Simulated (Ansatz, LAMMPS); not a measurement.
# Gap against volume in amorphous poly(p-phenylene) (as short chains C38H30), from a frame at 300 K, (136 atoms)

Density of this cell: 1.20 g/cm³. The cell holds 136 atoms: 76 C and 60 H. Its edges and angles: a = 11.572 Å, b = 10.435 Å, c = 11.186 Å, α = 90.9°, β = 91.1°, γ = 91.3°. The starting structure: 2 poly(p-phenylene) chains of 6 units with methyl end groups placed at random, at 1.2 g/cm³; overlaps pushed apart, then 20 ps at 800 K with MMFF94 bonds, angles, torsions, charges and radii (Halgren, J. Comput. Chem. 17, 490 (1996)) in harmonic and 12-6 forms. Snapshot after 30 ps at 300 K and fixed volume.

Calculated with Ansatz 0.2.0: Kohn-Sham DFT, PBE+D3(BJ), PAW (set soft_2), plane waves; cutoff 420 eV, Γ point, fixed occupations. The relaxed cell was scaled evenly and the atoms were relaxed at each volume. The gap is that between the highest filled and the lowest empty Kohn-Sham level on the run's k-points.

| volume (Å³/atom) | gap (eV) |
| --- | --- |
| 8.9336 | 2.537 |
| 9.3306 | ? |
| 9.6284 | 2.657 |
| 9.9262 | 2.680 |
| 10.224 | 2.698 |
| 10.522 | 2.697 |

Task: Fit a straight line in ln V to the rows given and interpolate to the withheld row.

**Working.**

A volume deformation potential makes the spacing linear in u = ln(V/V0), with V0 = 9.9262 Å³ the relaxed volume; v is the spacing.

| u = ln(V/V0) | v (eV) |
| --- | --- |
| -0.105359 | 2.5373 |
| -0.0304591 | 2.6566 |
| 0 | 2.6804 |
| 0.0295587 | 2.6976 |
| 0.0582688 | 2.6972 |

With n = 5: mean u = -0.00959821, mean v = 2.65382, Σ(u − ū)² = 0.015837, Σ(u − ū)(v − v̄) = 0.016014. Slope b = 0.016014 / 0.015837 = 1.0112; intercept a = v̄ − b ū = 2.6635.

At the withheld volume u = -0.06187, and v = a + b u.

Prediction at 9.3306: 2.601 eV. The run gave 2.615 eV, so the fit is low by 0.014 eV (0.52 % of the value).

The rows follow a line only loosely (correlation 0.95 in size over all rows, under the 0.97 asked here), so the slope of +1.01 eV is a mean trend and no deformation potential. Among the rows given, the largest miss of the fit is at 10.522, by 0.025 eV (16 % of the range of the table).

Limits: The table spans 16 % in volume, wide for a linear law. Semilocal functionals tend to put gaps under measured ones. Only the Γ point is sampled. Atoms move by up to 0.5 Å in these relaxations, so the structure changes along the series. Defect or tail levels can set the spacing of a disordered cell.

[Hosts, paths, dates, database ids (printed as entryN), source tags and the programs' standing remarks are cut or masked in the printed files.]

[The MMFF94 radii named for the starting cell were scaled by 0.96; in molecules described by MMFF94, hydrogen bound to N, O or S took a small fixed 12-6 site in their place.]
